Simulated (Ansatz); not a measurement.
# Squeezing and shearing glassy B2O3 (120 atoms), part 4 of 4

How stiff is glassy B2O3 (120 atoms), and how do its levels respond to strain?

Ansatz 0.2.0; Kohn-Sham DFT, PBEsol, PAW (set soft_2), plane waves.

The cell: 48 B and 72 O. The quench rate of 20 K/ps far exceeds what a furnace or splat quench reaches. The network of bonds at the start is that of the classical potential that made the cell. The Brillouin zone is sampled at Γ only.

So far. Step 11 (Compressed by 1 % along x): The relaxation converged after 5 steps, 0.108 eV below its start, with a largest force component of 0.038 eV/Å. Step 11 (Compressed by 1 % along x): Compressed by 1 % along x: the energy stands 0.0135 eV above that of the reference, at a pressure of 0.183 GPa.

### Step 12. Sheared by 2 % in xy

A shear of the relaxed cell gives the modulus that volume changes can't reach.

The input, input.yaml:

```yaml
crystal:
  lattice:
    - [12.0716, 0.90262, 0.47522]
    - [0.8992, 11.73021, -0.32563]
    - [0.47196, -0.32088, 10.61316]
  atoms:
    [... the 120 atom lines of step 4 ...]
kpoints:
  mp_grid: { grid: [1, 1, 1] }
hamiltonian:
  xc: pbesol
scf:
  occupations: { method: fixed }
output:
  forces: true
  eigenvalues: true
  stress: true
relax:
  f_tol: 0.05
  max_steps: 70
```

Command:

```bash
$ ansatz run input.yaml --threads 4 --pin off --max-ram 8192MiB --backend cpu --events-out ev --progress --plain --runs-dir out
```

Numbers of over 12 decimals in the logs are rounded to 6 here.

Output:

```text
[...]
Crystal: 120 atoms, lattice volume = 1490.067 Å³
Basis set: ecut = 420 eV, 29133 PW (Γ), exchange–correlation on 162×160×144 points (8 copies of the dense FFT grid, shifted against one another)
Bands: 408, of which v1, the nominal top of the filled ones, is band 288 counted from 1 (287 counted from 0)
Symmetry: 1 space group operations
[...]
k-points: 1
[...]
SCF iter   1: F=—  HF=-47809.080587 eV  |F-HF|=—  |Δ(HF+E_count)|=         —  Δρ=1.12e-2  dr2=1.42e0  ethr=1.77e-3  ⟨swp⟩=5.0  Hψ=1421  notcnv=0  defer=116
[...]
SCF iter   5: F=—  HF=-47808.712932 eV  |F-HF|=—  |Δ(HF+E_count)|=   3.93e-4  Δρ=1.31e-4  dr2=3.40e-4  ethr=7.03e-7  ⟨swp⟩=2.0  Hψ=584  notcnv=0  defer=118
SCF iter   6: F=-47808.713043 eV  HF=-47808.713022 eV  |F-HF|=2.16e-5  |Δ(HF+E_count)|=   9.00e-5  Δρ=2.51e-5  dr2=1.52e-5  ethr=1.09e-8  ⟨swp⟩=18.0  Hψ=3230  notcnv=0
SCF 1 converged in 6 iterations: F = -47808.713043 eV  dr2 = 1.52e-5
[...]
relax step   1: F+E_penalty+E_count = -47808.71304346 eV  Δ(F+E_penalty+E_count) = +0.000e0 eV  max|allowed force component| = 5.093e-1 eV/Å  Δτ_max = 0.0000 Å  (6 SCF iters, dr2 threshold 6.25e-5 eV, accepted)
[...]
relax step   2: F+E_penalty+E_count = -47808.83517051 eV  Δ(F+E_penalty+E_count) = -1.221e-1 eV  max|allowed force component| = 2.424e-1 eV/Å  Δτ_max = 0.0332 Å  (6 SCF iters, dr2 threshold 1.62e-5 eV, accepted)
[...]
relax step   3: F+E_penalty+E_count = -47808.88080818 eV  Δ(F+E_penalty+E_count) = -4.564e-2 eV  max|allowed force component| = 5.109e-2 eV/Å  Δτ_max = 0.0753 Å  (7 SCF iters, dr2 threshold 3.67e-6 eV, accepted)
relax step   4: F+E_penalty+E_count = -47808.83036396 eV  Δ(F+E_penalty+E_count) = +5.044e-2 eV  max|allowed force component| = 1.780e-1 eV/Å  Δτ_max = 0.2000 Å  (9 SCF iters, rejected (line search))
[...]
relax step   5: F+E_penalty+E_count = -47808.88468480 eV  Δ(F+E_penalty+E_count) = -3.877e-3 eV  max|allowed force component| = 3.838e-2 eV/Å  Δτ_max = 0.0471 Å  (10 SCF iters, accepted)
SCF converged after 10 iterations
Free energy (F): -47808.884685 eV
[...]
Internal energy: -47808.884685 eV  (E = F + TS)
E sigma→0 (E₀):  -47808.884685 eV
Fermi energy:    0.267769 eV
[...]
Σ components = -47808.884685   (vs F -47808.884685, Δ=0.00e0)
--- Forces (eV/Å), atoms counted from 1 ---
  atom   1  B     -0.01506698    -0.00298293    -0.00267290
  atom   2  B     -0.00139872     0.01310917     0.00968562
  atom   3  B     -0.00378974    -0.00206005     0.00662633
  atom   4  B      0.00801266    -0.00211961    -0.01047438
[...]
atom 120  O     -0.01061494     0.00932643    -0.00301884
  max |Σ_I F_I| component: 2.30e-5 eV/Å
--- Stress (GPa, compression-positive) ---
        0.107445      -0.133696      -0.099355
       -0.133708       0.118389       0.089398
       -0.099350       0.089395       0.008441
  P = ⅓ Tr σ = 0.0781 GPa (0.781 kbar)
--- Band table (eV) ---
[...]
--- Relaxed structure (5 steps of the walk, 4 accepted, 0 SCFs on fresh bases) ---
  F+E_penalty+E_count = -47808.88468480 eV   max|allowed force component| = 3.838e-2 eV/Å
  atoms:
    - { symbol: B, position: [0.552568, 0.890128, 0.069506] }
    - { symbol: B, position: [0.962320, 0.387667, 0.415407] }
    - { symbol: B, position: [0.929785, 0.568486, 0.559678] }
    - { symbol: B, position: [0.040420, 0.635276, 0.892298] }
[...]
- { symbol: O, position: [0.554769, 0.430862, 0.541950] }
```

Wall time 60 s (4 threads of Intel Xeon Platinum 8375C at 2.90GHz (Ice Lake), shared host); peak memory 2 GiB.

The relaxation converged after 5 steps, 0.172 eV below its start, with a largest force component of 0.038 eV/Å.

Sheared by 2 % in xy: the energy stands 0.0108 eV above that of the reference, at a pressure of 0.0781 GPa.

### Step 13. Pressure against volume

Atoms are relaxed at each volume, in the scaled cell.

```
volume change (%)  volume (Å³/atom)  energy change (meV/atom)  pressure (GPa)  largest move on relaxing (Å)  bonds  gap (eV)
              -10            11.177                      6.54            1.91                          0.84    144                5.81
               -6            11.673                      2.23            1.06                          0.63    144                5.72
               -3            12.046                      0.79            0.62                          0.29    144                5.72
               +0            12.418                      0.00            0.00                             -    144                5.71
               +3            12.791                      0.75           -0.64                          0.17    144                5.67
               +6            13.164                      2.91           -1.19                          0.40    144                5.63
```

### Step 14. Uniaxial strain and shear

Stress (GPa, compression positive) less that of the relaxed cell, atoms relaxed:

```
                   strain      xx      yy      zz      xy  energy change (meV/atom)
 stretched by 1 % along x  -0.231  -0.179  -0.157   0.052                      0.09
compressed by 1 % along x   0.260   0.165   0.133  -0.069                      0.11
     sheared by 2 % in xy   0.092   0.121   0.029  -0.163                      0.09
```

### Step 15. Outcome

The bulk modulus, from the slope of pressure against ln V over the three points nearest the relaxed volume, is 21.1 GPa; between neighbouring points the slope runs 20, 14, 21, 22 and 19 GPa from the smallest volume up, without a steady fall, so no pressure derivative is given. At -10 % and -6 % some atom moved by over 0.5 Å on relaxing, so those points may sit in another local minimum. The gap goes from 5.81 eV at the smallest volume to 5.63 eV at the largest, -1.0 eV per unit of ln V by a straight line, not monotonically (lowest 5.63, highest 5.81 eV), on the run's k-points. In the Cartesian axes of the cell, finite differences give C11 = 24.6, C12 = 17.2, C13 = 14.5 and C66 = 8.14 GPa (the shear of 2 % is the engineering strain, εxy = 0.01). The mean of C11, C12 and C13, which equals the bulk modulus in a cubic or isotropic solid, is 18.7 GPa: it lies 11 % under the bulk modulus from the volumes. For an isotropic solid C66 would equal (C11 − C12)/2 = 3.70 GPa; so small a sample needn't be isotropic, and C66 rests on one shear. The two differ too much for isotropic moduli to be formed.

Caveats: Strains are finite and relaxations stop at the force tolerance of the input, which can leave moduli too stiff; they are those of a static cell at zero temperature. Volumes are changed with the cell's shape held, so in an anisotropic solid the modulus lies over the one under free hydrostatic load. The program notes that the SCF threshold of the relaxations is loose for the stress.

The DFT runs together took 19 min of wall time.

[Logs are printed without paths, hosts, clocks, repeated set-up lines and the standing remarks that a program may print on its own settings, such as how far it seeks lower states.]

[Hosts, paths, dates, database ids (printed as entryN), source tags and the programs' standing remarks are cut or masked in the printed files.]
